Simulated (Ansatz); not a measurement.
# Formation energy and levels of the self-interstitial Mg_i (6-fold void) in MgH2 (Pbcn)

Charge states of Mg_i (6-fold void) in MgH2 (Pbcn), set against the band edges. Model: a cell of 96 host atoms with 1 Mg put in.

Program: Ansatz 0.2.0. Level of theory: place-levels on PBEsol runs: charge-transition levels and formation energies with image-charge correction and potential alignment at the atomic sites. Results are calculated unless marked as measured.

## (1) Set-up

The cell holds 97 atoms: 33 Mg and 64 H. Cell: a = 8.952 Å, b = 10.787 Å, c = 9.789 Å, α = 90.0°, β = 90.0°, γ = 90.0°. It derives from MgH2 (space group Pbcn). Nearest the centre at fractional (0.255, 0.313, 0.118): Mg97 at 0.00 Å, H10 at 1.93 Å, H11 at 1.93 Å, H19 at 1.93 Å, H8 at 1.96 Å, H5 at 1.97 Å, H6 at 2.10 Å, Mg50 at 2.21 Å.

Screening for the image-charge correction: ε∞ = (4.23, 4.33, 4.34), ε0 = (11.82, 11.40, 11.83), from a response run on this crystal (DFPT, PBEsol) at that run's own cell.

The cell's shortest repeat is 9.0 Å.

## (2) Charge states

Levels follow from differences of total energies between charge states, each relaxed by itself.

Each atom starts 0.05 Å or so off its site in a random direction. Forces are taken at one point at (¼, ¼, ¼). The cell holds 1 electron more than the neutral one, with a uniform background that keeps it neutral on the whole. The electron count is odd, so at least one spin is unpaired; this run locks the moment at 1 μB.

The sampling was tested on the host first: at the k-points planned (1x1x1 shifted 0.25 0.25 0.25) its energy lies 0.000 eV an atom from the dense-mesh value, under the bound of 0.02 eV set for this test; that bounds the host's error, not the defect's.

One of the inputs; charge, spin and start change from state to state.

Input file qm1_M1.relax/input.yaml:

```yaml
crystal:
  lattice:
    - [4.47603151, 0.0, 0.0]
    - [0.0, 5.39366888, 0.0]
    - [0.0, 0.0, 4.89464524]
  atoms:
    - { symbol: Mg, position: [0.5, 0.83046813, 0.75] }
    - { symbol: Mg, position: [0.0, 0.66953187, 0.25] }
    - { symbol: Mg, position: [0.5, 0.16953187, 0.25] }
    - { symbol: Mg, position: [0.0, 0.33046813, 0.75] }
    - { symbol: H, position: [0.72999586, 0.8939272, 0.42110026] }
    - { symbol: H, position: [0.22999586, 0.6060728, 0.57889974] }
    - { symbol: H, position: [0.77000414, 0.6060728, 0.92110026] }
    - { symbol: H, position: [0.27000414, 0.8939272, 0.07889974] }
    - { symbol: H, position: [0.72999586, 0.1060728, 0.92110026] }
    - { symbol: H, position: [0.22999586, 0.3939272, 0.07889974] }
    - { symbol: H, position: [0.77000414, 0.3939272, 0.42110026] }
    - { symbol: H, position: [0.27000414, 0.1060728, 0.57889974] }
  supercell: [2, 2, 2]
  defects:
    - { interstitial: { symbol: Mg, position: [0.255245, 0.312517, 0.117959] } }
total_charge: -1
basis:
  ecutwfc: 420
  xc_grid: 2
hamiltonian:
  xc: pbesol
kpoints:
  mp_grid: { grid: [1, 1, 1], shift: [0.25, 0.25, 0.25] }
magnetization:
  spin_polarized: true
  initial_magnetization: 1
  spin_locking: { lock_magnetization: hard }
scf:
  occupations: { method: fixed }
  max_iter: 80
output:
  forces: true
  charged_corrections: { epsilon: [4.23, 4.33, 4.34], static_epsilon: [11.82, 11.4, 11.83] }
relax:
  f_tol: 0.02
  max_steps: 80
  random_displacement: { amplitude: 0.05, seed: 1974 }
checkpoint:
  write: "../qm1_M1.relax.run"
  compress: false
  write_wavefunctions: true
  write_every: 100000
```

Run with:

```bash
$ ansatz run input.yaml --threads 4 --pin off --max-ram 7536MiB --backend cpu --events-out ev --progress --plain --runs-dir out
```

The relaxed structure is kept and the sampling changed to a 2×2×2 shifted mesh.

The run of this state that the levels use, under PBEsol:

Input file qm1_M1.point/input.yaml:

```yaml
crystal:
  checkpoint: "../qm1_M1.relax.run"
  host: checkpoint
total_charge: -1
basis:
  ecutwfc: 420
  xc_grid: 2
hamiltonian:
  xc: pbesol
kpoints:
  mp_grid: { grid: [2, 2, 2], shift: [0.5, 0.5, 0.5] }
magnetization:
  spin_polarized: true
  initial_magnetization: 1
  spin_locking: { lock_magnetization: hard }
scf:
  occupations: { method: fermi_dirac, width: 0.01 }
  max_iter: 80
output:
  forces: true
  eigenvalues: true
  charged_corrections:
    epsilon: [4.23, 4.33, 4.34]
    static_epsilon: [11.82, 11.4, 11.83]
    defect_position: [0.255245, 0.312517, 0.117959]
  eigenstates: { localisation: true }
  populations: true
  efg: {}
  band_densities: [{ bands: [v1, v1] }, { bands: [c1, c1] }]
  write_density: true
  write_potential: true
  volumetric_format: npy
checkpoint:
  read: "../qm1_M1.relax.run"
  write: "../qm1_M1.point.run"
  compress: false
  write_wavefunctions: false
  write_every: 100000
```

Relaxations under PBEsol at one point at (¼, ¼, ¼); times on 4 threads of Arm Neoverse V1, shared host:

```tsv
charge	moment (μB)	occupations	outcome	steps	largest displacement against the far atoms (Å)	time
−1	1	fixed	converged	17	0.87	6.4 min
0	0	fixed	converged	30	2.67	4.3 min
+1	1	fixed	converged	5	0.46	1.8 min
+2	0	fixed	converged	5	0.44	52 s
```

Single points under PBEsol at a 2×2×2 shifted mesh; times on 4 threads of Arm Neoverse V1, shared host:

```tsv
charge	moment (μB)	occupations	outcome	time
−1	1	fermi-dirac	converged	3.8 min
0	0	fermi-dirac	converged	94 s
+1	1	fermi-dirac	converged	2.9 min
+2	0	fermi-dirac	converged	79 s
```

Distances (Å) from Mg97 to the nearest atoms after relaxation with PBEsol:

```tsv
charge	moment (μB)	1.	2.	3.	4.	5.	6.
−1	1	H 1.89	H 1.90	H 1.91	H 1.92	H 1.92	H 1.93
0	0	H 1.87	H 1.88	H 1.89	H 1.91	H 1.91	H 1.95
+1	1	H 1.89	H 1.89	H 1.90	H 1.90	H 1.92	H 1.93
+2	0	H 1.88	H 1.89	H 1.90	H 1.91	H 1.92	H 1.92
```

## (3) Placing the levels, PBEsol

A charged cell interacts with its images and the background, and its potential has another zero than the host's. place-levels removes the first by a point-charge model, screened by the static dielectric constant since the ions have relaxed around the charge, and the second by comparing potentials at atoms far from the defect.

The host is a run of the defect-free crystal in the same cutoffs, grids and k-points, so that basis and sampling errors cancel in part in the differences. Its band edges come from a run of the primitive cell that searches the zone for them. The host is run in a cell of 24 atoms on a matching mesh. Chemical potentials are energies per atom of Mg (hcp), run with the same functional and cutoff.

Input file levels.point.yaml:

```yaml
host:
  run: host.point.run
  levels_from: { run: edges.point.run }
states: [qm1_M1.point.run, q0.point.run, qp1_M1.point.run, qp2.point.run]
geometry_from:
  qm1_M1.point.run: qm1_M1.relax.run
  q0.point.run: q0.relax.run
  qp1_M1.point.run: qp1_M1.relax.run
  qp2.point.run: qp2.relax.run
  host.point.run: host.relax.run
chemical_potentials:
  Mg:
    energy: -1912.053531
    dataset: "<sha256 of the dataset>"
epsilon: [4.23, 4.33, 4.34]
static_epsilon: [11.82, 11.4, 11.83]
vertical:
  - { from: qm1_M1.point.run, to: qm1_M1.point_neutral.run }
  - { from: qp1_M1.point.run, to: qp1_M1.point_neutral.run }
  - { from: qp2.point.run, to: qp2.point_neutral.run }
```

Run with:

```bash
$ ansatz place-levels levels.point.yaml -- --threads 4 --pin off --max-ram 7536MiB
```

Numbers of over 12 decimals in the logs are rounded to 6 here.

The log of the run:

```text
[... repeated set-up lines and file paths are left out, and long positions are rounded to six places ...]
(+2/+1) 3.151 eV above the valence edge, 0.249 eV under the conduction edge; not on the lower envelope
(+1/0) 2.654 eV above the valence edge, 0.747 eV under the conduction edge; not on the lower envelope
(0/-1) 3.661 eV above the valence edge (+3.964 eV without the band-filling correction), in the conduction band
(+2/0) 2.902 eV above the valence edge, 0.498 eV under the conduction edge: charges between them are lowest nowhere
formation energy of charge +2: -2.869 eV with the Fermi level at the valence edge
formation energy of charge +1: +0.282 eV with the Fermi level at the valence edge
formation energy of charge 0: +2.935 eV with the Fermi level at the valence edge
formation energy of charge -1: +6.597 eV with the Fermi level at the valence edge
vertical -1 to 0: no energy, since no alignment is typed
  the change from vertical[0].from (qm1_M1.point.run) to vertical[0].to (qm1_M1.point_neutral.run): by its potential at epsilon [4.23, 4.33, 4.34] it stands at 0.239 0.336 0.110, with an rms radius of about 5.1 Å (2.4 3.1 3.2 Å across the planes of the cell's [...]
vertical +1 to 0: no energy, since no alignment is typed
  the change from vertical[1].from (qp1_M1.point.run) to vertical[1].to (qp1_M1.point_neutral.run): by its potential at epsilon [4.23, 4.33, 4.34] it stands at 0.243 0.344 0.126, with an rms radius of about 5.7 Å (3.3 3.2 3.4 Å across the planes of the cell's [...]
vertical +2 to 0: no energy, since no alignment is typed
  the change from vertical[2].from (qp2.point.run) to vertical[2].to (qp2.point_neutral.run): by its potential at epsilon [4.23, 4.33, 4.34] it stands at 0.252 0.339 0.125, with an rms radius of about 5.5 Å (3.1 3.1 3.3 Å across the planes of the cell's [...]
  edges by pbesol of host.levels_from (edges.point.run), its mesh sampled to repeats of 26.86 Å (the valence edge +0.253 eV and the conduction edge -0.394 eV from those of the host's own run), gap 3.400 eV; the host is sampled to repeats of 26.53 Å
  the defect's cells are sampled to repeats of 26.53 Å, like sampling
  charge +2: -64124.4049 eV with its correction of +1.057 eV, at epsilon [11.82, 11.4, 11.83], aligned at sites: +0.1761 eV, mean over 59 atomic sites at or beyond 4.48 Å from the defect at [0.2552, 0.3125, 0.1180], with +0.000319 for the charge's moments and [...]
  charge +1: -64118.9225 eV with its correction of +0.388 eV, at epsilon [11.82, 11.4, 11.83], aligned at sites: +0.2116 eV, mean over 59 atomic sites at or beyond 4.48 Å from the defect at [0.2552, 0.3125, 0.1180], with +0.004824 for the charge's moments and [...]
  charge 0: +0.000 eV for its dipole among its images, +0.015 omitted
  charge -1: -64107.6425 eV with its correction of -0.100 eV, at epsilon [11.82, 11.4, 11.83], aligned at sites: +0.2758 eV, mean over 59 atomic sites at or beyond 4.48 Å from the defect at [0.2552, 0.3125, 0.1180], with +0.000000 for the charge's moments and [...]
  of states[3] (qp2.point.run): it parts from the run at its places by a charge that spreads by about 3.1 Å along one vector (1.6 Å or more is wide), by its potential at epsilon [4.23, 4.33, 4.34], taken for that of held ions (one typed too small widens it), [...]
  of states[2] (qp1_M1.point.run): it parts from the run at its places by a charge that spreads by about 3.3 Å along one vector (1.6 Å or more is wide), by its potential at epsilon [4.23, 4.33, 4.34], taken for that of held ions (one typed too small widens [...]
  of states[1] (q0.point.run): its alignment with the host at atomic sites is doubtful: a part of the defect, H at [0.8650, 0.4470, 0.2106], stands 3.89 Å off the defect's place or the host's site by it, at or past 2.67 Å (0.6 of the 4.48 Å from which on the [...]
  of states[0] (qm1_M1.point.run): it parts from the run at its places by a charge that spreads by about 3.2 Å along one vector (1.7 Å or more is wide), by its potential at epsilon [4.23, 4.33, 4.34], taken for that of held ions (one typed too small widens [...]
  of vertical[0].from (qm1_M1.point.run): it parts from the run at its places by a charge that spreads by about 3.2 Å along one vector (1.7 Å or more is wide), by its potential at epsilon [4.23, 4.33, 4.34], taken for that of held ions (one typed too small [...]
  of vertical[1].from (qp1_M1.point.run): it parts from the run at its places by a charge that spreads by about 3.3 Å along one vector (1.6 Å or more is wide), by its potential at epsilon [4.23, 4.33, 4.34], taken for that of held ions (one typed too small [...]
  of vertical[2].from (qp2.point.run): its displacements don't fall off away from the defect: farther atoms stand 0.049 Å off the host's places. [...]
  of vertical[2].to (qp2.point_neutral.run): its displacements don't fall off away from the defect: farther atoms stand 0.049 Å off the host's places. [...]
```

It took 0.57 s on 4 threads of Arm Neoverse V1, shared host.

Levels between the charges placed, in eV above the valence top:

```tsv
	gap (eV)	(+2/+1)	(+1/0)	(0/−1)
PBEsol	3.40	3.15	2.65	3.66
```

Corrections by state:

```tsv
charge	moment (μB)	image terms and alignment (eV)	band filling (eV)	ε used	over the lowest of its charge, as the program ranks them, band filling apart (eV)
+2	0.0	1.057	-	principal values (11.40, 11.82, 11.83)	0.000
+1	1.0	0.388	-	principal values (11.40, 11.82, 11.83)	0.000
0	0.0	0.000	-	-	0.000
−1	1.0	-0.100	-0.302	principal values (11.40, 11.82, 11.83)	0.000
```

The charged structures listed were also run neutral, and place-levels reads from each pair, by the potential or the spins, how wide the charge is by which they differ; that can be the carrier of either run.

```tsv
charge	rms radius (Å)	spread where it is widest against the cell (Å)	wide from (Å)	reading
+2	5.5	3.11	1.55	wide
+1	5.7	3.28	1.55	wide
−1	5.1	3.17	1.70	wide
```

The neutral runs of these pairs need not share the spin of the lowest neutral state, and very wide values only mean spread over the cell.

From the program's caveats on the states, each cut to its opening words:

- charge +2: it parts from the run at its places by a charge that spreads by about 3.1 Å along one vector (1.6 Å or more is wide), by its potential at epsilon [4.23, 4.33, [...]
- charge +2: its displacements don't fall off away from the defect: farther atoms stand 0.049 Å off the host's places
- charge +1 (1 μB): it parts from the run at its places by a charge that spreads by about 3.3 Å along one vector (1.6 Å or more is wide), by its potential at epsilon [4.23, 4.33, [...]
- charge 0: its alignment with the host at atomic sites is doubtful: a part of the defect, H at [0.8650, 0.4470, 0.2106], stands 3.89 Å off the defect's place or the [...]
- charge −1 (1 μB): it parts from the run at its places by a charge that spreads by about 3.2 Å along one vector (1.7 Å or more is wide), by its potential at epsilon [4.23, 4.33, [...]
- charge −1 (1 μB): a band-filling correction moves a carrier to the host's band edge, which changes its energy by -0.302 eV

Chemical potentials of the elements' reference phases, run alike. Formation energies (elemental references), with the Fermi level at the valence top and at the conduction bottom (gap 3.40 eV):

```tsv
charge	at valence top (eV)	at conduction bottom (eV)	correction included (eV)
+2	-2.87	3.93	1.06
+1	0.28	3.68	0.39
0	2.94	2.94	0.00
−1	6.60	3.20	-0.40
```

| Fermi level (eV) | lowest formation energy (eV) |
| --- | --- |
| 0.00 | -2.87 |
| 0.31 | -2.25 |
| 0.62 | -1.63 |
| 0.93 | -1.02 |
| 1.24 | -0.40 |
| 1.54 | 0.22 |
| 1.86 | 0.84 |
| 2.16 | 1.46 |
| 2.47 | 2.08 |
| 2.78 | 2.70 |
| 3.09 | 2.94 |
| 3.40 | 2.94 |

## (4) Effect of the sampling

The relaxations' own energies give the levels at their sampling, for comparison.

Input file levels.relax_mesh.yaml:

```yaml
host:
  run: host.relax.run
  levels_from: { run: edges.relax.run }
states: [qm1_M1.relax.run, q0.relax.run, qp1_M1.relax.run, qp2.relax.run]
chemical_potentials:
  Mg:
    energy: -1912.053531
    dataset: "<sha256 of the dataset>"
```

Run with:

```bash
$ ansatz place-levels levels.relax_mesh.yaml -- --threads 4 --pin off --max-ram 7536MiB
```

The log of the run:

```text
[...]
formation energy of charge +2: -2.870 eV with the Fermi level at the valence edge
formation energy of charge +1: +0.239 eV with the Fermi level at the valence edge
formation energy of charge 0: +2.951 eV with the Fermi level at the valence edge
formation energy of charge -1: +6.609 eV with the Fermi level at the valence edge
  edges by pbesol of host.levels_from (edges.relax.run), its mesh sampled to repeats of 26.86 Å (the valence edge +0.253 eV and the conduction edge -0.394 eV from those of the host's own run), gap 3.400 eV; the host is sampled to repeats of 13.27 Å
[... the lines on each state left out ...]
```

Wall time 0.19 s (4 threads).

Levels between neighbouring charges, in eV above the valence top:

```tsv
	gap (eV)	(+2/+1)	(+1/0)	(0/−1)
one point at (¼, ¼, ¼)	3.40	3.11	2.71	3.66
a 2×2×2 shifted mesh	3.40	3.15	2.65	3.66
```

Going from one point at (¼, ¼, ¼) to a 2×2×2 shifted mesh moves the levels that carry no band-filling term by up to 0.06 eV and formation energies against the elements by up to 0.04 eV; band-filling terms, which differ between samplings, are in these energies.

## (5) What a wrong or other choice does

In this try the input is made faulty on purpose, to show what that does.

A choice is tested by changing it alone.

levels.try0.yaml is levels.point.yaml with these lines changed:

```diff
-static_epsilon: [11.82, 11.4, 11.83]
+static_epsilon: [4.23, 4.33, 4.34]
```

Run with:

```bash
$ ansatz place-levels levels.try0.yaml -- --threads 4 --pin off --max-ram 7536MiB
```

The log of the run:

```text
[...]
formation energy of charge +2: -2.064 eV with the Fermi level at the valence edge
formation energy of charge +1: +0.482 eV with the Fermi level at the valence edge
formation energy of charge 0: +2.935 eV with the Fermi level at the valence edge
formation energy of charge -1: +6.597 eV with the Fermi level at the valence edge
vertical -1 to 0: no energy, since no alignment is typed
vertical +1 to 0: no energy, since no alignment is typed
vertical +2 to 0: no energy, since no alignment is typed
[...]
[... the lines on each state left out ...]
```

The change: the electronic dielectric constant for relaxed ions.

Levels in eV above the valence top; the changed ones are not the defect's:

```tsv
	gap (eV)	(+2/+1)	(+1/0)	(0/−1)
changed	3.40	2.55	2.45	3.66
as set up	3.40	3.15	2.65	3.66
```

The largest shift is 0.60 eV, band-filling terms included.

## (6) A changed set-up

A choice is tested by changing it alone.

levels.try1.yaml is levels.point.yaml with these lines changed:

```diff
-epsilon: [4.23, 4.33, 4.34]
-static_epsilon: [11.82, 11.4, 11.83]
+epsilon: 5.72
+static_epsilon: 15.54
```

Run with:

```bash
$ ansatz place-levels levels.try1.yaml -- --threads 4 --pin off --max-ram 7536MiB
```

The log of the run:

```text
[...]
formation energy of charge +2: -2.983 eV with the Fermi level at the valence edge
formation energy of charge +1: +0.252 eV with the Fermi level at the valence edge
formation energy of charge 0: +2.935 eV with the Fermi level at the valence edge
formation energy of charge -1: +6.597 eV with the Fermi level at the valence edge
vertical -1 to 0: no energy, since no alignment is typed
vertical +1 to 0: no energy, since no alignment is typed
vertical +2 to 0: no energy, since no alignment is typed
[...]
[... the lines on each state left out ...]
```

The change: single dielectric constants in place of the tensors, a third over their means.

Levels in eV above the valence top; the changed ones are not the defect's:

```tsv
	gap (eV)	(+2/+1)	(+1/0)	(0/−1)
changed	3.40	3.24	2.68	3.66
as set up	3.40	3.15	2.65	3.66
```

The largest shift is 0.08 eV, band-filling terms included.

## (7) What came out

- gap of the host: 3.40 eV (PBEsol)
- level (plus 2/plus 1): 3.15 eV above the valence top, not a change between lowest states
- level (plus 1/0): 2.65 eV above the valence top, not a change between lowest states
- level (0/minus 1): 3.66 eV above the valence top, past the conduction bottom (3.96 eV above the valence top without the band-filling term)
- level (plus 2/0): 2.90 eV above the valence top
- lowest of the charges placed, just above the valence top (0.02 eV): +2
- lowest of the charges placed, just below the conduction bottom (0.02 eV): 0
- lowest formation energy at mid-gap of the charges run, elemental references: 0.53 eV

What this shows: Of the charges placed (−1, 0, +1 and +2), the lowest changes at 2.90 eV (+2/0) above the valence top, in a gap of 3.40 eV. (+2/0) lies nearer to a band edge than the share of the finite-size correction in it (0.53 eV), and that correction holds for a localised charge alone. (+2/0) passes over charge +1, which lies 0.25 eV above the two there; a lower structure or spin state of it, if missed, would change that. Charges above +2 were not placed, so these runs say nothing of levels that involve them. States placed: +2 at 0 μB; +1 at 1 μB; 0 at 0 μB; −1 at 1 μB. Other spin states or structures, where not listed, weren't placed. The program finds carriers beyond a band edge of the host and adds a band-filling term at charge −1 (-0.30 eV); steps to such a charge show no bound level, and a defect level inside a band would be read the same way. Going from one point at (¼, ¼, ¼) to a 2×2×2 shifted mesh moves the levels that carry no band-filling term by up to 0.06 eV and formation energies against the elements by up to 0.04 eV; band-filling terms, which differ between samplings, are in these energies. The program doubts the alignment of potentials for at least one state, a sign that the cell is small. Limits: the images are only 9.0 Å apart; PBEsol makes the gap too small and tends to spread out bound carriers.

[Logs are printed without paths, hosts, clocks, repeated set-up lines and the standing remarks that a program may print on its own settings, such as how far it seeks lower states.]

[Hosts, paths, dates, database ids (printed as entryN), source tags and the programs' standing remarks are cut or masked in the printed files.]

[Where a table of states has a column of steps, it counts the stored structures, which are thinned; the runs took as many ionic steps or more.]

[A defect's name tells the site on which it was built; relaxed atoms can leave that site.]

[For some hosts the program warned that the k-mesh of the response run may be too coarse for force constants and the static dielectric constant; such warnings are not shown here.]
